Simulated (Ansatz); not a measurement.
Consider SrTiO3 (Tausonite).

```
Sr Ti O
1.0
    -3.90528    0.00000    0.00000
     0.00000    0.00000   -3.90528
     0.00000   -3.90528    0.00000
Sr Ti O
1 1 3
Cartesian
  -1.9526 -1.9526 -1.9526
  0.0000 0.0000 0.0000
  -1.9526 0.0000 0.0000
  0.0000 0.0000 -1.9526
  0.0000 -1.9526 0.0000
```

The cell and positions come from the Crystallography Open Database and are kept as given unless a step says otherwise. The program's search for lower electronic states was switched off, so nothing shows that the state found is the lowest. PAW set soft_2, made with PBE.

A constrained-RPA run (Ansatz 0.2.0; non-magnetic LDA; Ti t2g, bands c1 to c3, 6×6×6 mesh, medium accuracy) builds 3 functions on bands 2.7 eV wide, with 0.0 electrons in the window. The bare on-site interaction is 15.3 eV and the bare J 0.53 eV.

Q: What U and J survive the screening?

On the Ti t2g shell, U = 3.26 eV (21 % of the bare value), U′ = 2.44 eV, J = 0.40 eV.

The parent state is non-magnetic and the interaction static (zero frequency); U depends on the window and the orbitals, so it belongs to this model alone.

[Paths, hosts, dates, memory and timing lines, banners, echoed tables and standing remarks are left out of the program output.]

[Logs are printed without paths, hosts, clocks, repeated set-up lines and the standing remarks that a program may print on its own settings, such as how far it seeks lower states.]

[Runs of the session that timed out or met a known fault of the program may be left out.]

[Hosts, paths, dates, database ids (printed as entryN), source tags and the programs' standing remarks are cut or masked in the printed files.]
